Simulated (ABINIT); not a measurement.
## A GW chain in ABINIT: TiO2 (Pbcn)

How does a plane-wave GW calculation on TiO2 (Pbcn) run from the first input to the gap?

Calculated with ABINIT 10.8.3; LDA and many-body steps on it, plane waves.

### Step 1. The starting structure

Symmetry: Pbcn, No. 60, orthorhombic system. Conventional cell: a = 4.545 Å, b = 5.520 Å, c = 4.909 Å, α = 90.00°, β = 90.00°, γ = 90.00°. Nearest to Ti lie 6 O at 1.88 to 2.09 Å. Nearest to O lie 3 Ti at 1.88 to 2.09 Å. Farther neighbours and most contacts between anions are not listed.

The cell and positions are those that the Materials Project relaxed with its own functionals (PBE, PBE+U or r2SCAN), kept fixed. This is not the form that TiO2 usually takes at ambient conditions.

### Step 2. Ground state

This step: ABINIT 10.8.3; DFT, LDA, plane waves, norm-conserving pseudopotentials.

The ground-state density comes first.

Contents of run.abi:

```
acell 3*1.0 Angstrom
rprim 
  4.545349550000 0.000000000000 0.000000000000
  0.000000000000 5.519619440000 0.000000000000
  0.000000000000 0.000000000000 4.909196860000
ntypat 2
znucl 22 8
natom 12
typat 1 1 1 1 2 2 2 2 2 2 2 2
xred 
  0.500000000000 0.672990930000 0.750000000000
  0.000000000000 0.827009070000 0.250000000000
  0.500000000000 0.327009070000 0.250000000000
  0.000000000000 0.172990930000 0.750000000000
  0.728549380000 0.618275360000 0.081350920000
  0.228549380000 0.881724640000 0.918649080000
  0.771450620000 0.881724640000 0.581350920000
  0.271450620000 0.618275360000 0.418649080000
  0.728549380000 0.381724640000 0.581350920000
  0.228549380000 0.118275360000 0.418649080000
  0.771450620000 0.118275360000 0.081350920000
  0.271450620000 0.381724640000 0.918649080000
pp_dirpath "pseudos"
pseudos "Ti.upf, O.upf"
ecut 38
ngkpt 4 4 4
nshiftk 1
shiftk 0 0 0
kptopt 1
chksymbreak 0
nband 58
occopt 1
tolvrs 1e-08
nstep 60
prtwf 0
optforces 0
optstress 0
indata_prefix "in"
outdata_prefix "out"
tmpdata_prefix "tmp"
```

Command:

```sh
> OMP_NUM_THREADS=1 mpirun -n 4 abinit run.abi > log
```

Numbers of over 12 decimals in the logs are rounded to 6 here.

What it wrote:

```text
.Version 10.8.3 of ABINIT. v10.8.2 released Aug 2026.

 Symmetries : space group Pb c n (# 60); Bravais oP (primitive ortho.)
================================================================================
 Values of the parameters that define the memory need of the present run
     intxc =       0    ionmov =       0      iscf =       7    lmnmax =       6
     lnmax =       6     mgfft =      60  mpssoang =       3    mqgrid =    3001
     natom =      12  nloc_mem =       1    nspden =       1   nspinor =       1
    nsppol =       1      nsym =       8    n1xccc =    2501    ntypat =       2
    occopt =       1   xclevel =       1
-    mband =          58        mffmem =           1         mkmem =           7
       mpw =        9324          nfft =      155520          nkpt =          27
================================================================================
  Rough estimation (10% accuracy) of disk space for files :
================================================================================

--------------------------------------------------------------------------------
------------- Echo of variables that govern the present computation ------------
--------------------------------------------------------------------------------
 -outvars: echo values of preprocessed input variables --------
            acell      1.8897261259E+00  1.8897261259E+00  1.8897261259E+00 Bohr

      chksymbreak           0
             ecut      3.80000000E+01 Hartree
-          fftalg         312

              ixc       -1012
              kpt      0.00000000E+00  0.00000000E+00  0.00000000E+00
                       2.50000000E-01  0.00000000E+00  0.00000000E+00
                       5.00000000E-01  0.00000000E+00  0.00000000E+00
                       0.00000000E+00  2.50000000E-01  0.00000000E+00
                       2.50000000E-01  2.50000000E-01  0.00000000E+00
                       5.00000000E-01  2.50000000E-01  0.00000000E+00
                       0.00000000E+00  5.00000000E-01  0.00000000E+00
                       2.50000000E-01  5.00000000E-01  0.00000000E+00
                       5.00000000E-01  5.00000000E-01  0.00000000E+00
   [... 16 further rows ...]
                       2.50000000E-01  5.00000000E-01  5.00000000E-01
                       5.00000000E-01  5.00000000E-01  5.00000000E-01
         kptrlatt        4    0    0      0    4    0      0    0    4
          kptrlen      3.43578632E+01
P           mkmem           7
            natom          12
            nband          58
            ngfft          48      60      54
             nkpt          27
            nstep          60
             nsym           8
           ntypat           2
              occ      2.000000  2.000000  2.000000  2.000000  2.000000  2.000000
                       2.000000  2.000000  2.000000  2.000000  2.000000  2.000000
                       2.000000  2.000000  2.000000  2.000000  2.000000  2.000000
                       2.000000  2.000000  2.000000  2.000000  2.000000  2.000000
                       2.000000  2.000000  2.000000  2.000000  2.000000  2.000000
                       2.000000  2.000000  2.000000  2.000000  2.000000  2.000000
                       2.000000  2.000000  2.000000  2.000000  2.000000  2.000000
                       2.000000  2.000000  2.000000  2.000000  2.000000  2.000000
                       0.000000  0.000000  0.000000  0.000000  0.000000  0.000000
                       0.000000  0.000000  0.000000  0.000000
        optforces           0
        optstress           0
            prtwf           0
            rprim      4.5453495500E+00  0.0000000000E+00  0.0000000000E+00
[...]
spgroup          60

           tolvrs      1.00000000E-08

             xred      5.0000000000E-01  6.7299093000E-01  7.5000000000E-01
[...]
znucl       22.00000    8.00000

================================================================================

 chkinp: Checking input parameters for consistency.

================================================================================
== DATASET  1 ==================================================================
-   mpi_nproc: 4, omp_nthreads: 1 (-1 if OMP is not activated)

--- !DatasetInfo
iteration_state: {dtset: 1, }
dimensions: {natom: 12, nkpt: 27, mband: 58, nsppol: 1, nspinor: 1, nspden: 1, mpw: 9324, }
cutoff_energies: {ecut:  38.0, pawecutdg:  -1.0, }
electrons: {nelect:   9.60000000E+01, charge:   0.00000000E+00, occopt:   1.00000000E+00, tsmear:   1.00000000E-02, }

 Real(R)+Recip(G) space primitive vectors, cartesian coordinates (Bohr,Bohr^-1):
 R(1)=  8.5894658  0.0000000  0.0000000  G(1)=  0.1164217  0.0000000  0.0000000
 R(2)=  0.0000000 10.4305691  0.0000000  G(2)=  0.0000000  0.0958720  0.0000000
 R(3)=  0.0000000  0.0000000  9.2770376  G(3)=  0.0000000  0.0000000  0.1077930
 Unit cell volume ucvol=  8.3115778E+02 bohr^3
 Angles (23,13,12)=  9.00000000E+01  9.00000000E+01  9.00000000E+01 degrees

 getcut: wavevector=  0.0000  0.0000  0.0000  ngfft=  48  60  54
         ecut(hartree)=     38.000   => boxcut(ratio)=   2.01381

--- Pseudopotential description ------------------------------------------------
- Ti Generated using ONCVPSP code by D. R. Hamann
- 22.00000  12.00000  180309                  znucl, zion, pspdat
[...]
--------------------------------------------------------------------------------

_setup2: Arith. and geom. avg. npw (full set) are    9298.234    9298.222

================================================================================

--- !BeginCycle
iteration_state: {dtset: 1, }
solver: {iscf: 7, nstep: 60, nline: 4, wfoptalg: 0, }
tolerances: {tolvrs: 1.00E-08, }

     iter   Etot(hartree)      deltaE(h)  residm     vres2
 ETOT  1  -368.29659915474    -3.683E+02 1.686E-01 4.614E+03
 ETOT  2  -340.14785702625     2.815E+01 2.189E-02 7.909E+04
 ETOT  3  -369.92082697884    -2.977E+01 1.391E-01 8.593E+02
 ETOT  4  -370.00377205433    -8.295E-02 4.606E-02 6.875E+02
 ETOT  5  -370.09502822741    -9.126E-02 5.215E-03 3.375E+02
 ETOT  6  -370.17537540171    -8.035E-02 4.903E-03 6.819E+01
 ETOT  7  -370.19489896464    -1.952E-02 3.612E-03 5.826E-01
 ETOT  8  -370.19519361977    -2.947E-04 2.523E-03 1.059E-01
 ETOT  9  -370.19523893199    -4.531E-05 3.332E-03 1.021E-03
 ETOT 10  -370.19523995916    -1.027E-06 2.019E-03 1.709E-04
 ETOT 11  -370.19524010607    -1.469E-07 2.637E-03 2.924E-05
 ETOT 12  -370.19524012847    -2.240E-08 1.320E-03 2.145E-05
 ETOT 13  -370.19524013678    -8.312E-09 2.282E-03 1.794E-06
 ETOT 14  -370.19524013745    -6.758E-10 8.821E-04 2.469E-07
 ETOT 15  -370.19524013758    -1.276E-10 2.133E-03 9.162E-10

 At SCF step   15       vres2   =  9.16E-10 < tolvrs=  1.00E-08 =>converged.

--- !ResultsGS
iteration_state: {dtset: 1, }
comment   : Summary of ground state results
lattice_vectors:
- [  8.5894658,   0.0000000,   0.0000000, ]
- [  0.0000000,  10.4305691,   0.0000000, ]
- [  0.0000000,   0.0000000,   9.2770376, ]
lattice_lengths: [   8.58947,   10.43057,    9.27704, ]
lattice_angles: [ 90.000,  90.000,  90.000, ] # degrees, (23, 13, 12)
lattice_volume:   8.3115778E+02
convergence: {deltae: -1.276E-10, res2:  9.162E-10, residm:  2.133E-03, diffor:  0.000E+00, }
etotal    :  -3.70195240E+02
entropy   :   0.00000000E+00
fermie    :   1.85143244E-01
cartesian_stress_tensor: null
pressure_GPa: null
xred      :
- [  5.0000E-01,   6.7299E-01,   7.5000E-01, Ti]
- [  0.0000E+00,   8.2701E-01,   2.5000E-01, Ti]
- [  5.0000E-01,   3.2701E-01,   2.5000E-01, Ti]
- [  0.0000E+00,   1.7299E-01,   7.5000E-01, Ti]
- [  7.2855E-01,   6.1828E-01,   8.1351E-02,  O]
- [  2.2855E-01,   8.8172E-01,   9.1865E-01,  O]
- [  7.7145E-01,   8.8172E-01,   5.8135E-01,  O]
- [  2.7145E-01,   6.1828E-01,   4.1865E-01,  O]
- [  7.2855E-01,   3.8172E-01,   5.8135E-01,  O]
- [  2.2855E-01,   1.1828E-01,   4.1865E-01,  O]
- [  7.7145E-01,   1.1828E-01,   8.1351E-02,  O]
- [  2.7145E-01,   3.8172E-01,   9.1865E-01,  O]
cartesian_forces: null
force_length_stats: {min: null, max: null, mean: null, }

 Integrated electronic density in atomic spheres:
 ------------------------------------------------
 Atom  Sphere_radius  Integrated_density
[...]
================================================================================

 ----iterations are completed or convergence reached----

 Mean square residual over all n,k,spin=   10.482E-06; max=  21.328E-04
 reduced coordinates (array xred) for   12 atoms
[...]
0.271450620000      0.618275360000      0.418649080000
       0.728549380000      0.381724640000      0.581350920000
       0.228549380000      0.118275360000      0.418649080000
       0.771450620000      0.118275360000      0.081350920000
       0.271450620000      0.381724640000      0.918649080000
 rms dE/dt=  0.0000E+00; max dE/dt=  0.0000E+00; dE/dt below (all hartree)
    1       0.000000000000      0.000000000000      0.000000000000
    2       0.000000000000      0.000000000000      0.000000000000
    3       0.000000000000      0.000000000000      0.000000000000
    4       0.000000000000      0.000000000000      0.000000000000
    5       0.000000000000      0.000000000000      0.000000000000
    6       0.000000000000      0.000000000000      0.000000000000
    7       0.000000000000      0.000000000000      0.000000000000
    8       0.000000000000      0.000000000000      0.000000000000
    9       0.000000000000      0.000000000000      0.000000000000
[...]
cartesian coordinates (angstrom) at end:
[...]
8      1.233838     3.412645     2.055231
    9      3.311512     2.106975     2.853966
   10      1.038837     0.652835     2.055231
   11      3.506513     0.652835     0.399368
   12      1.233838     2.106975     4.509829
 length scales=  1.889726125908  1.889726125908  1.889726125908 bohr
              =  1.000000000000  1.000000000000  1.000000000000 angstroms
 prteigrs : about to open file out_EIG
 Fermi (or HOMO) energy (hartree) =   0.18514   Average Vxc (hartree)=  -0.44812
 Eigenvalues (hartree) for nkpt=  27  k points:
 kpt#   1, nband= 58, wtk=  0.01563, kpt=  0.0000  0.0000  0.0000 (reduced coord)
  -1.86470   -1.86384   -1.86351   -1.86330   -1.01184   -1.00851   -1.00732   -1.00574
  -1.00474   -1.00454   -1.00380   -1.00266   -1.00096   -1.00078   -1.00021   -1.00002
  -0.45806   -0.41145   -0.40554   -0.39805   -0.39747   -0.39530   -0.38874   -0.38448
  -0.00239    0.00249    0.02121    0.02141    0.03680    0.03892    0.04636    0.05943
   0.06789    0.06930    0.09123    0.09250    0.09884    0.10207    0.10381    0.11746
   0.12466    0.12932    0.15159    0.16478    0.16530    0.16930    0.18414    0.18514
   0.28183    0.28208    0.28722    0.28742    0.28809    0.30480    0.31633    0.31736
   0.33336    0.34328
 prteigrs : prtvol=0 or 1, do not print more k-points.

--- !EnergyTerms
iteration_state     : {dtset: 1, }
comment             : Components of total free energy in Hartree
kinetic             :  1.79814823056317E+02
hartree             :  8.20469483215467E+01
xc                  : -6.73645091311240E+01
Ewald energy        : -2.68148087534198E+02
psp_core            :  1.26565677003299E+01
local_psp           : -2.90487261847734E+02
non_local_psp       : -1.87137207027184E+01
total_energy        : -3.70195240137581E+02
total_energy_eV     : -1.00735256658074E+04
band_energy         : -4.10864345685227E+01

== END DATASET(S) ==============================================================
================================================================================

 -outvars: echo values of variables after computation  --------
           etotal     -3.7019524014E+02
            nband          58
             nkpt          27
          spgroup          60
 [... the other variables as echoed above ...]

 Calculation completed.
```

Run time: 4.2 min. Hardware: 4 MPI ranks of Arm Neoverse V1, shared host; peak memory 0.58 GiB; 17 min of CPU time.

This step gave:

```yaml
total_energy: -10073.5257 eV
gap: 2.560 eV
k_of_the_valence_top: 0, 0, 0
k_of_the_conduction_bottom: 0, 0, 0.5
least_direct_gap: 2.631 eV
```

The gap is indirect, with the least direct gap 0.07 eV higher.

(Continued in part 2 of 3.)

[Paths, hosts, dates, memory and timing lines, banners, echoed tables and standing remarks are left out of the program output.]

[Logs are printed without paths, hosts, clocks, repeated set-up lines and the standing remarks that a program may print on its own settings, such as how far it seeks lower states.]

[Runs of the session that timed out or met a known fault of the program may be left out.]

[Hosts, paths, dates, database ids (printed as entryN), source tags and the programs' standing remarks are cut or masked in the printed files.]

[G0W0 gaps are taken among the corrected bands and points alone; a level outside them can change the order at an edge.]

[Where Ansatz stands beside ABINIT at settings called matched, ABINIT's density can come from a denser mesh and the files from another edition; pairs whose starting gaps differed by over 0.03 eV were left out, so agreement reads better than it is.]
